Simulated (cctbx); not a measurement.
## Reading a Patterson map

Space group Pn-3 (no. 201, origin choice 1), a = 10.2870 Å, b = 10.2870 Å, c = 10.2870 Å, α = 90.00°, β = 90.00°, γ = 90.00°, content W4 Eu8 Ce4 S24.

Simulated single-crystal data (cctbx): Mo Kα, λ = 0.71073 Å, to d = 0.77 Å, 95 % of the full sphere, strongest reflection 40000 counts, noise from counting, a 6 % proportional error and a noise floor of 4 counts (s.d.); no absorption.

Patterson synthesis from sharpened amplitudes, origin scaled to 1000:

```text
Patterson group P m -3
      u       v       w   height  length (A)
  0.000   0.000   0.000   1000.0     0.00
  0.500   0.500   0.500    965.0     8.91
  0.000   0.500   0.500    946.3     7.27
  0.000   0.000   0.500    921.6     5.14
  0.248   0.248   0.248    916.8     4.42
  0.000   0.129   0.129     45.3     1.88
  0.371   0.371   0.500     45.0     7.46
  0.000   0.371   0.130     43.8     4.04
  0.129   0.370   0.500     43.3     6.54
  0.129   0.500   0.371     42.8     6.54
  0.000   0.129   0.371     42.6     4.04
  0.123   0.254   0.119     42.5     3.15
  0.129   0.129   0.500     42.5     5.48
  0.000   0.371   0.371     42.4     5.40
```

**Question.** Which atom pairs make the peaks, and where is the heaviest atom?

A peak at u stands for all pairs with xi − xj = u, with weight Σ ZiZj against Σ Z² = 73256 at the origin. Peak heights follow these weights only roughly, since form factors, motion and series ripples differ, all vectors within 0.55 Å of a peak are counted as merged into it though the farther ones add only part of their weight, and F(000) is left out, which lowers the whole map:

| u | v | w | shortest length (Å) | height | 1000 ΣZiZj/ΣZ² | pairs in the cell |
| --- | --- | --- | --- | --- | --- | --- |
| 0.500 | 0.500 | 0.500 | 8.91 | 965 | 986 | 8 × W–Ce, 8 × Eu–Eu, 24 × S–S |
| 0.000 | 0.500 | 0.500 | 7.27 | 946 | 916 | 8 × Eu–Eu, 4 × W–W, 4 × Ce–Ce |
| 0.000 | 0.000 | 0.500 | 5.14 | 922 | 902 | 8 × W–Ce, 8 × Eu–Eu |
| 0.248 | 0.248 | 0.248 | 4.42 | 917 | 908 | 8 × W–Eu, 8 × Eu–Ce |
| 0.000 | 0.129 | 0.129 | 1.88 | 45 | 0 | none within 0.55 Å |

The table stops at ten peaks or at a height of 45, below which ripples compete. In the model behind the data W, the heaviest element, has 1 independent site: (3/4, 3/4, 1/4), up to an allowed shift of origin; the W–W vectors are differences of these positions and their symmetry mates. Elements of similar Z can't be told apart from the map alone. The whole model:

| atom | mult. | x | y | z | Ueq (Å²) |
| --- | --- | --- | --- | --- | --- |
| W1 | 4 | 3/4 | 3/4 | 1/4 | 0.0129 |
| Eu1 | 6 | 0 | 1/2 | 1/2 | 0.0178 |
| Eu2 | 2 | 0 | 0 | 0 | 0.0127 |
| Ce1 | 4 | 1/4 | 1/4 | 3/4 | 0.0119 |
| S1 | 24 | 0.0091 | 0.7073 | 0.7888 | 0.0190 |

The model was made for the exercise: a known structure type with other elements put in, its volume estimated, not relaxed; displacement parameters are assumed.

[Logs are printed without paths, hosts, clocks, repeated set-up lines and the standing remarks that a program may print on its own settings, such as how far it seeks lower states.]
